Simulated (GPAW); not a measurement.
**How Al absorbs and reflects light**

Aim: the dielectric function of Al, and the optical constants that follow from it.

Main program and level: GPAW 26.7.0; DFT, PBE, plane-wave PAW (GPAW data sets), scalar-relativistic, RPA, optical limit.

### Step 1. The structure

It takes space group Fm-3m (No. 225, cubic). The conventional cell has a = 4.050 Å, b = 4.050 Å, c = 4.050 Å, α = 90.00°, β = 90.00°, γ = 90.00°. Nearest to Al lie 12 Al at 2.86 Å.

### Step 2. Ground state

First the ground state: is it a metal or has it a gap?

This step: DFT, PBE, plane-wave PAW (GPAW data sets), scalar-relativistic, ground state (GPAW 26.7.0).

Input file gs.py:

```python
from ase import Atoms
from ase.dft.bandgap import bandgap
from gpaw import GPAW, PW, FermiDirac

atoms = Atoms(['Al'],
              cell=[[0.000000000000, 2.024805000000, 2.024805000000],
                    [2.024805000000, 0.000000000000, 2.024805000000],
                    [2.024805000000, 2.024805000000, 0.000000000000]],
              scaled_positions=[[0.000000000000, 0.000000000000, 0.000000000000]],
              pbc=[True, True, True])
atoms.calc = GPAW(mode=PW(450), xc='PBE', kpts={'size': (9, 9, 9), 'gamma': True},
                  occupations=FermiDirac(0.05), maxiter=150, txt='gs.txt')
print('energy (eV)', atoms.get_potential_energy())
print('Fermi level (eV)', atoms.calc.get_fermi_level())
print('valence electrons', atoms.calc.get_number_of_electrons())
print('gap (eV)', bandgap(atoms.calc, output=None)[0])
print('direct gap (eV)', bandgap(atoms.calc, direct=True, output=None)[0])
atoms.calc.write('gs.gpw')
```

Run with:

```sh
$ OMP_NUM_THREADS=1 python gs.py
```

Numbers of over 12 decimals in the logs are rounded to 6 here.

Output:

```text
__  _  _
 | _ |_)|_||  |
 |__||  | ||/\| - 26.7.0

Versions:
  Python: 3.12.14
  ASE:    3.29.0
  Numpy:  2.5.5
  Scipy:  1.18.1
  Libxc:  7.0.0

Input parameters:
  mode=PW(ecut=450.000000),
  kpts=MonkhorstPack(size=(9, 9, 9), gamma=True),
  maxiter=150,
  occupations=Occupations(name='fermi-dirac', width=0.05, fixmagmom=False),
  xc=XC(name='PBE')

Diagonalizing LCAO Hamiltonian
Converting LCAO to pw mode

       Al

Atoms  # Å, Bohr magnetons
|   | symbol |        x |        y |        z |    initial magnetic moments |
| 0 |     Al | 0.000000 | 0.000000 | 0.000000 | ( 0.0000,  0.0000,  0.0000) |

Unit cell  # Å
| periodic |        x |        y |        z |  lengths |    angles |
|      yes | 0.000000 | 2.024805 | 2.024805 | 2.863507 | 60.000000 |
|      yes | 2.024805 | 0.000000 | 2.024805 | 2.863507 | 60.000000 |
|      yes | 2.024805 | 2.024805 | 0.000000 | 2.863507 | 60.000000 |

Number of symmetries: 48
Symmetry operations  # r_c * U_cc + t_c -> r_c
|    | kind |            matrix            |
|  0 |  σ   |  1, 0, 0,  1, 0,-1,  1,-1, 0 |
|  1 |  C2  |  1, 0, 0,  1,-1, 0,  1, 0,-1 |
|  2 |  E   |  1, 0, 0,  0, 1, 0,  0, 0, 1 |
|  3 |  σ   |  1, 0, 0,  0, 0, 1,  0, 1, 0 |
|  4 |  C4  |  1, 0,-1,  1, 0, 0,  1,-1, 0 |
|  5 |  S6  |  1, 0,-1,  1,-1, 0,  1, 0, 0 |
|  6 |  σ   |  1, 0,-1,  0, 1,-1,  0, 0,-1 |
|  7 |  C3  |  1, 0,-1,  0, 0,-1,  0, 1,-1 |
|  8 |  S6  |  1,-1, 0,  1, 0, 0,  1, 0,-1 |
|  9 |  C4  |  1,-1, 0,  1, 0,-1,  1, 0, 0 |
| 10 |  C3  |  1,-1, 0,  0,-1, 1,  0,-1, 0 |
| 11 |  σ   |  1,-1, 0,  0,-1, 0,  0,-1, 1 |
| 12 |  σ   |  0, 1, 0,  1, 0, 0,  0, 0, 1 |
| 13 |  C4  |  0, 1, 0,  0, 1,-1, -1, 1, 0 |
| 14 |  C3  |  0, 1, 0,  0, 0, 1,  1, 0, 0 |
| 15 |  S6  |  0, 1, 0, -1, 1, 0,  0, 1,-1 |
| 16 |  C2  |  0, 1,-1,  1, 0,-1,  0, 0,-1 |
| 17 |  σ   |  0, 1,-1,  0, 1, 0, -1, 1, 0 |
| 18 |  S4  |  0, 1,-1,  0, 0,-1,  1, 0,-1 |
| 19 |  C4  |  0, 1,-1, -1, 1, 0,  0, 1, 0 |
| 20 |  C3  |  0, 0, 1,  1, 0, 0,  0, 1, 0 |
| 21 |  σ   |  0, 0, 1,  0, 1, 0,  1, 0, 0 |
| 22 |  S6  |  0, 0, 1,  0,-1, 1, -1, 0, 1 |
| 23 |  C4  |  0, 0, 1, -1, 0, 1,  0,-1, 1 |
| 24 |  S4  |  0, 0,-1,  1, 0,-1,  0, 1,-1 |
| 25 |  C3  |  0, 0,-1,  0, 1,-1,  1, 0,-1 |
| 26 |  C2  |  0, 0,-1,  0,-1, 0, -1, 0, 0 |
| 27 |  S6  |  0, 0,-1, -1, 0, 0,  0,-1, 0 |
| 28 |  S4  |  0,-1, 1,  1,-1, 0,  0,-1, 0 |
| 29 |  C4  |  0,-1, 1,  0, 0, 1, -1, 0, 1 |
| 30 |  C2  |  0,-1, 1,  0,-1, 0,  1,-1, 0 |
| 31 |  σ   |  0,-1, 1, -1, 0, 1,  0, 0, 1 |
| 32 |  C3  |  0,-1, 0,  1,-1, 0,  0,-1, 1 |
| 33 |  S6  |  0,-1, 0,  0, 0,-1, -1, 0, 0 |
| 34 |  S4  |  0,-1, 0,  0,-1, 1,  1,-1, 0 |
| 35 |  C2  |  0,-1, 0, -1, 0, 0,  0, 0,-1 |
| 36 |  C2  | -1, 1, 0,  0, 1, 0,  0, 1,-1 |
| 37 |  S6  | -1, 1, 0,  0, 1,-1,  0, 1, 0 |
| 38 |  S4  | -1, 1, 0, -1, 0, 1, -1, 0, 0 |
| 39 |  C3  | -1, 1, 0, -1, 0, 0, -1, 0, 1 |
| 40 |  S6  | -1, 0, 1,  0, 0, 1,  0,-1, 1 |
| 41 |  C2  | -1, 0, 1,  0,-1, 1,  0, 0, 1 |
| 42 |  C3  | -1, 0, 1, -1, 1, 0, -1, 0, 0 |
| 43 |  S4  | -1, 0, 1, -1, 0, 0, -1, 1, 0 |
| 44 |  C2  | -1, 0, 0,  0, 0,-1,  0,-1, 0 |
| 45 |  i   | -1, 0, 0,  0,-1, 0,  0, 0,-1 |
| 46 |  σ   | -1, 0, 0, -1, 1, 0, -1, 0, 1 |
| 47 |  C2  | -1, 0, 0, -1, 0, 1, -1, 1, 0 |

BZ-sampling:
  Number of BZ points: 729
  Number of IBZ points: 35

  Monkhorst-Pack size: [9, 9, 9]
  Monkhorst-Pack shift: [0, 0, 0]

K-points  # in reciprocal-cell coordinates
|     |                                coordinates |     weight |
|   0 | (  0.00000000,   0.00000000,   0.00000000) | 0.00137174 |
|   1 | (  0.11111111,   0.11111111,   0.00000000) | 0.00823045 |
|   2 | (  0.11111111,   0.11111111,   0.11111111) | 0.01097394 |
|   3 | (  0.22222222,   0.11111111,   0.11111111) | 0.01646091 |
|   4 | (  0.22222222,   0.22222222,   0.00000000) | 0.00823045 |
|   5 | (  0.22222222,   0.22222222,   0.11111111) | 0.03292181 |
|   6 | (  0.22222222,   0.22222222,   0.22222222) | 0.01097394 |
|   7 | (  0.33333333,   0.22222222,   0.11111111) | 0.03292181 |
|   8 | (  0.33333333,   0.22222222,   0.22222222) | 0.03292181 |
|   9 | (  0.33333333,   0.33333333,  -0.33333333) | 0.01646091 |
| ... |                                            |            |
|  34 | (  0.44444444,   0.44444444,   0.44444444) | 0.01097394 |

Plane wave coefficients: 368
Cutoff: 450.000000 eV

Spin-components: 1 (collinear spins)
Bands:           4
Projectors:      5
Spin-degeneracy: 2
Datatype:        complex128

Parallelization:
  kpt:    1
  domain: 1
  band:   1

Density:
  Valence electrons: 3.0
  Components: 1
  Grid points: [15 15 15]
  Charge: 0.0  # |e|

Potential:
  Grid points: [15 15 15]

species:
  Al:
    name:    Aluminium
    id:
    Z:       13.0
    valence: 3
    core:    10
    charge:  0.0  # [|e|]
    compensation charges:
      type: gauss
      rc: 0.34  # [Å]
      lmax: 2
    cutoffs:
      filter: 1.91  # [Å]
      core: 2.36  # [Å]
    projectors
    | kind |    occ | energy [eV] | rcut [Å] |
    |   3s |  2.000 |      -7.753 |    1.085 |
    |   3p |  1.000 |      -2.712 |    1.085 |
    |    s |        |      19.459 |    1.085 |
    |    p |        |      24.499 |    1.085 |
    |    d |        |       0.000 |    1.085 |

    Using partial waves for Al as LCAO basis

Reference energy: -6603.423265  # eV

eigensolver:
  PPCG
  Converge bands: occupied
  niter=2

density mixing:
  MSR1-Mixer
  Pratt-step length: 0.05
  Maximum mixing coefficient: 0.75
  Old densities: 10
  SVD Regularization: 0.005
  Good broyden scale: 1.0
  Trust region scale: 1.0
  Backstep threshold: 4.0
  History deletion threshold: 6.0
  Fourier metric: weight=20.0, sigma=0.015

occupation numbers:
  Fermi-Dirac:
    width: 0.0500  # eV

poisson solver:
  ecut: 3600.000000  # eV

xc functional:
  name: PBE with 2 nearest neighbor stencil

convergence criteria:
- Maximum [total energy] change in last 3 cyles: 0.0005 eV / valence electron
- Maximum integral of absolute [dens]ity change: 0.0001 electrons / valence electron
- Maximum integral of absolute [eigenst]ate change: 4e-08 eV^2 / valence electron
maximum number of iterations: 150

SCF iterations
|iter     |      energy | eigst |  dens |
|iter:   1||   -3.706482 | -0.24 |       |
|iter:   2||   -3.706846 | -3.26 | -0.97 |
|iter:   3||   -3.707057c| -3.38 | -1.00 |
|iter:   4||   -3.707298c| -4.00 | -1.57 |
|iter:   5||   -3.707302c| -5.90 | -2.90 |
|iter:   6||   -3.707303c| -6.38 | -3.31 |
|iter:   7||   -3.707303c| -8.19c| -4.73c|

Converged in 7 steps
SCF loop duration: 1.136 s (0.162 s/step)
Energy contributions relative to reference atoms: (reference = -6603.423265)

Energy contributions:
  Kinetic:           3.581710
  Coulomb:          -1.685210
  Zero:             -0.006413
  External:          0.000000
  Xc:               -5.594827
  Entropy:          -0.005125
  Spinorbit:         0.000000
  ----------------------------
  Free energy:      -3.709866
  Extrapolated:     -3.707303

dipole moment: (-6.947769, -6.947769, -6.947769)  # |e|*Ang

Fermi level: 7.073
Eigenvalues  # (at kpt = [0.000, 0.000, 0.000])
| band index |      eig [eV] | occ [0-2] |
|          0 |        -3.994 |     2.000 |
|          1 |        21.142 |     0.000 |
|          2 |        21.142 |     0.000 |
|          3 |        21.142 |     0.000 |

No gap
No difference between direct/indirect transitions

--- standard output ---
energy (eV) -3.707303
Fermi level (eV) 7.072847
valence electrons 3.0
gap (eV) 0.0
direct gap (eV) 0.0
```

The job ended after 2.5 s (1 thread of Arm Neoverse V1, shared host; peak memory 0.11 GiB).

This step gave:

* energy: -3.707 eV
* Fermi energy: 7.073 eV
* electrons: 3

There are states at the Fermi level within the smearing, so the occupations stay smeared and the carriers get a Drude term.

### Step 3. Bands for the response

At the fixed density, many empty bands are solved on the mesh of the response, since the spectrum sums over them.

This step: DFT, PBE, plane-wave PAW (GPAW data sets), scalar-relativistic, bands at fixed density (GPAW 26.7.0).

Input file nscf.py:

```python
from ase.dft.bandgap import bandgap
from gpaw import GPAW, FermiDirac

calc = GPAW('gs.gpw').fixed_density(kpts={'size': (20, 20, 20), 'gamma': True}, nbands=20, convergence={'bands': 14},
                                    occupations=FermiDirac(0.05), txt='nscf.txt')
print('gap (eV)', bandgap(calc, output=None)[0])
print('direct gap (eV)', bandgap(calc, direct=True, output=None)[0])
print('top band over the Fermi level (eV)', min(calc.get_eigenvalues(kpt=k)[13] for k in range(len(calc.get_ibz_k_points()))) - calc.get_fermi_level())
calc.write('full.gpw', mode='all')
```

Run with:

```sh
$ OMP_NUM_THREADS=1 python nscf.py
```

Output:

```text
Diagonalizing LCAO Hamiltonian
Converting LCAO to pw mode
convergence criteria:
- Maximum integral of absolute [eigenst]ate change: 4e-08 eV^2 / valence electron
maximum number of iterations: 150

SCF iterations
|iter     |      energy | eigst |  dens |
|iter:   1||             | +3.64 |       |
|iter:   2||             | +1.76 |       |
|iter:   3||             | -0.89 |       |
|iter:   4||             | -2.81 |       |
|iter:   5||             | -4.93 |       |
|iter:   6||             | -6.66 |       |
|iter:   7||             | -7.50c|       |
SCF steps: 7
  __  _  _
 | _ |_)|_||  |
 |__||  | ||/\| - 26.7.0

Versions:
  Python: 3.12.14
  ASE:    3.29.0
  Numpy:  2.5.5
  Scipy:  1.18.1
  Libxc:  7.0.0

Input parameters:
  mode=PW(ecut=450.000000),
  convergence={'bands': 14},
  gpts=array([15, 15, 15]),
  kpts=MonkhorstPack(size=(20, 20, 20), gamma=True),
  maxiter=150,
  nbands=20,
  occupations=Occupations(name='fermi-dirac', width=0.05, fixmagmom=False),
  parallel={},
  xc=XC(name='PBE')

--- standard output ---
gap (eV) 0.0
direct gap (eV) 0.0
top band over the Fermi level (eV) 24.722755
```

Elapsed: 25 s, on 1 thread; peak memory 0.17 GiB.

### Step 4. Dielectric function, RPA

Local fields let the induced charge screen the field inside the cell, which as a rule lowers ε, most along directions where the density is uneven.

This step: DFT, PBE, plane-wave PAW (GPAW data sets), scalar-relativistic, RPA, optical limit (GPAW 26.7.0).

Input file df.py:

```python
from gpaw.response.df import DielectricFunction

df = DielectricFunction('full.gpw', frequencies={'type': 'nonlinear', 'domega0': 0.03, 'omega2': 8},
                        ecut=80,
                        eta=0.1,
                        nbands=14,
                        rate=0.1,
                        txt='df.txt')
for direction in ['x']:
    df.get_dielectric_function(xc='RPA', direction=direction, filename=f'df_{direction}.csv')
```

Run with:

```sh
$ OMP_NUM_THREADS=1 python df.py
```

Output:

```text
Using integrator: PointIntegrator
NonLinearFrequencyDescriptor(from 0.000 to 51.823 eV, 470 points)
Nonperiodic BCs:  [False False False]
Using integrator: PointIntegrator
NonLinearFrequencyDescriptor(from 0.000 to 51.823 eV, 470 points)
Nonperiodic BCs:  [False False False]
Using integrator: PointIntegrator

Calculating chi0 body with:
    Ground state adapter containing:
    Number of spins: 1
    Number of kpoints: 8000
    Number of irreducible kpoints: 256
    Number of completely occupied states: 1
    Number of partially occupied states: 3

    Linear response parametrization:
    q_c: [0.0, 0.0, 0.0]
    Number of frequency points: 470
    Planewave cutoff: 80.0
    Number of bands: 14
    Number of planewaves: 27
    Broadening (eta): 0.1

Integrating chi0 body.

Symmetries of q_c:
    Direct symmetries (Uq -> q): 48
    Indirect symmetries (TUq -> q): 0
In total 48 allowed symmetries.

256 groups of equivalent kpoints. 96.8% reduction.

Integral kind: spectral function

Calculating chi0 optical extensions with:
    Ground state adapter containing:
    Number of spins: 1
    Number of kpoints: 8000
    Number of irreducible kpoints: 256
    Number of completely occupied states: 1
    Number of partially occupied states: 3

    Linear response parametrization:
    Number of frequency points: 470
    Planewave cutoff: 80.0
    Number of bands: 14
    Number of planewaves: 27
    Broadening (eta): 0.1
Integrating chi0 head and wings.

Symmetries of q_c:
    Direct symmetries (Uq -> q): 48
    Indirect symmetries (TUq -> q): 0
In total 48 allowed symmetries.

256 groups of equivalent kpoints. 96.8% reduction.

Integral kind: spectral function wings

Calculating drude chi0 with:
    Number of frequency points:470
    Plasma frequency decay rate: 0.1 eV

    Ground state adapter containing:
    Number of spins: 1
    Number of kpoints: 8000
    Number of irreducible kpoints: 256
    Number of completely occupied states: 1
    Number of partially occupied states: 3

Symmetries of q_c:
    Direct symmetries (Uq -> q): 48
    Indirect symmetries (TUq -> q): 0
In total 48 allowed symmetries.

256 groups of equivalent kpoints. 96.8% reduction.

Integral kind: intraband
Plasma frequency:
[[11.01-0.j  0.  -0.j  0.  +0.j]
 [ 0.  -0.j 11.01-0.j  0.  +0.j]
 [ 0.  +0.j  0.  +0.j 11.01-0.j]]
```

It took 6.4 s on 1 thread; peak memory 0.18 GiB.

This step gave:

```
centre of weight of the strongest loss peak in the window : 14.17 eV
```

Some rows of df_x.csv (energy; Re and Im without local fields; Re and Im with them):

```text
0.000000, 12199.019488, -0.000000, 12197.505185, -0.000000
0.555532, -346.873452, 207.052092, -346.244481, 206.498561
1.143969, -72.501492, 32.728069, -73.780436, 32.096271
1.768324, -50.297897, 14.762952, -50.350451, 14.497438
2.431988, -40.438722, 13.730752, -40.353726, 14.720481
3.138794, -18.035639, 2.750381, -18.012643, 2.724289
3.893091, -14.474982, 3.569816, -14.431460, 4.100505
4.699832, -7.935971, 0.701825, -7.924147, 0.705783
5.564682, -6.256720, 0.751881, -6.341934, 0.893548
6.494155, -3.588619, 0.304170, -3.584572, 0.299238
7.495775, -2.667953, 0.179898, -2.675291, 0.188779
8.578281, -1.702293, 0.354735, -1.636524, 0.349474
9.751884, -1.086139, 0.085395, -1.083189, 0.086523
11.028587, -0.641853, 0.076999, -0.637047, 0.079094
12.422601, -0.307294, 0.043274, -0.308588, 0.047236
13.950874, -0.042662, 0.042332, -0.042965, 0.051359
15.633783, 0.177238, 0.029729, 0.177045, 0.035905
17.496047, 0.343293, 0.020721, 0.343859, 0.022142
19.567954, 0.487310, 0.021271, 0.488635, 0.021454
```

The Im ε, E ∥ x has structure finer than the step of the table below, so its rows give means over 0.5 eV, whole bins alone (the curve runs from 0.305 to 19.9 eV). Peaks (eV: height): 1.45: 75.1, 2.24: 36.3.

Sum at mesh points, not converged in k. The Im ε, E ∥ x by photon energy; means over each step:

```csv
photon energy (eV),"Im ε, E ∥ x"
1.0,46.8
1.5,45.1
2.0,19.4
2.5,14.2
3.0,3.31
3.5,4.05
4.0,3.15
4.5,0.887
5.0,0.901
5.5,1.45
6.0,0.375
6.5,0.334
7.0,0.651
7.5,0.218
8.0,0.159
8.5,0.282
9.0,0.146
9.5,0.115
10.0,0.114
10.5,0.134
11.0,0.0747
11.5,0.0575
12.0,0.100
12.5,0.0513
```

Values under 1 per cm are given as 1; sum at mesh points, not converged in k. Absorption coefficient, E ∥ x against photon energy:

```csv
photon energy (eV),"absorption coefficient, E ∥ x (1/cm)"
1,1.1e6
2,1.1e6
3,1.4e6
4,1.5e6
5,1.3e6
6,1.3e6
7,1.3e6
8,1.2e6
9,1.1e6
10,9.9e5
11,9.0e5
12,7.4e5
13,5.6e5
14,3.0e5
15,68401
16,40569
17,70226
18,28417
19,28476
```

Sum at mesh points, not converged in k. Reflectivity at normal incidence, E ∥ x against photon energy; read off at these points:

photon energy (eV), reflectivity at normal incidence, E ∥ x (%) and a bar:
```
      1.0       93.2 ##############################
      2.0       84.8 ###########################
      3.0       94.1 ##############################
      4.0       91.1 #############################
      4.7       94.6 ##############################
      5.0       92.6 #############################
      6.0       94.3 ##############################
      7.0       80.4 #########################
      7.6       93.9 ##############################
      8.0       93.8 ##############################
      9.0       93.0 #############################
     10.0       89.1 ############################
     11.0       89.0 ############################
     12.0       75.7 ########################
     13.0       84.2 ###########################
     14.0       66.5 #####################
     15.0       21.1 ######
     16.0       12.4 ###
     17.0        8.0 #
     18.0        5.3 
     19.0        3.9
```

The Im ε, E ∥ x has structure finer than the step of the table below, so its rows give means over 0.5 eV, whole bins alone (the curve runs from 0.305 to 19.9 eV). Peaks (eV: height): without local fields 1.45: 77.3, 2.24: 36.5; with local fields 1.45: 75.1, 2.24: 36.3.

Sum at mesh points, not converged in k. The Im ε, E ∥ x by photon energy; means over each step:

```csv
photon energy (eV),without local fields,with local fields
1.0,47.2,46.8
1.5,46.4,45.1
2.0,20.7,19.4
2.5,13.4,14.2
3.0,3.30,3.31
3.5,4.34,4.05
4.0,2.85,3.15
4.5,0.874,0.887
5.0,1.01,0.901
5.5,1.31,1.45
6.0,0.366,0.375
6.5,0.350,0.334
7.0,0.616,0.651
7.5,0.204,0.218
8.0,0.156,0.159
8.5,0.282,0.282
9.0,0.130,0.146
9.5,0.111,0.115
10.0,0.118,0.114
10.5,0.121,0.134
11.0,0.0717,0.0747
11.5,0.0583,0.0575
12.0,0.0955,0.100
12.5,0.0470,0.0513
```

The loss function −Im 1/ε at q → 0, E ∥ x has structure finer than the step of the table below, so its rows give means over 0.5 eV, whole bins alone (the curve runs from 0.305 to 19.9 eV). Peaks (eV: height): 14.13: 28.8.

Sum at mesh points, not converged in k. Table of loss function −Im 1/ε at q → 0, E ∥ x by energy loss; means over each step:

```csv
energy loss (eV),"loss function −Im 1/ε at q → 0, E ∥ x"
1.0,0.00375
1.5,0.00782
2.0,0.0143
2.5,0.00806
3.0,0.00740
3.5,0.0230
4.0,0.0159
4.5,0.0106
5.0,0.0252
5.5,0.0361
6.0,0.0168
6.5,0.0273
7.0,0.0646
7.5,0.0299
8.0,0.0353
8.5,0.0962
9.0,0.0586
9.5,0.0768
10.0,0.128
10.5,0.185
11.0,0.175
11.5,0.247
12.0,0.674
12.5,0.617
13.0,1.49
13.5,6.75
14.0,17.0
14.5,9.61
15.0,1.94
15.5,1.41
16.0,0.478
16.5,0.371
17.0,0.429
17.5,0.213
18.0,0.131
18.5,0.135
19.0,0.102
19.5,0.0899
```

From ε follow the optical constants at some laser and lamp lines:

```csv
wavelength (nm),n,k,R (%),1/α
1550,2.51,13.887,95.1,8.9 nm
800,2.50,9.264,89.8,6.9 nm
633,1.22,5.768,87.2,8.7 nm
532,1.88,6.821,86.3,6.2 nm
365,0.36,3.749,91.0,7.7 nm
248,0.14,2.503,92.7,7.9 nm
193,0.08,1.934,93.7,7.9 nm
```

In reflection the computed colour is faintly blue: x = 0.300, y = 0.314, luminous reflectivity 82 %.

### Step 5. What came out

* centre of weight of the strongest loss peak in the window, first axis: 14.2 eV

In words: At this level (PBE, RPA) Al is a metal. The mesh is too coarse to trust the carriers' weight, the reflectivity or the colour to better than tens of per cent. In reflection the computed colour is faintly blue: x = 0.300, y = 0.314, luminous reflectivity 82 %. The carriers' damping of 0.1 eV is typed, not computed; it shapes the response at the lowest energies. GPAW's carrier term has the form −ωp²/(ω + i·rate)², which damps like twice the rate and fails at low energy, so the curves leave the lowest energies out. The sum runs over mesh points 0.13 Å⁻¹ apart with no interpolation, so peaks are partly noise of the mesh, and the Drude plasma energy, a sum over the Fermi surface, isn't converged.

[Machine, clock and banner lines and Python warnings are left out of the logs.]

[Logs are printed without paths, hosts, clocks, repeated set-up lines and the standing remarks that a program may print on its own settings, such as how far it seeks lower states.]

[Hosts, paths, dates, database ids (printed as entryN), source tags and the programs' standing remarks are cut or masked in the printed files.]
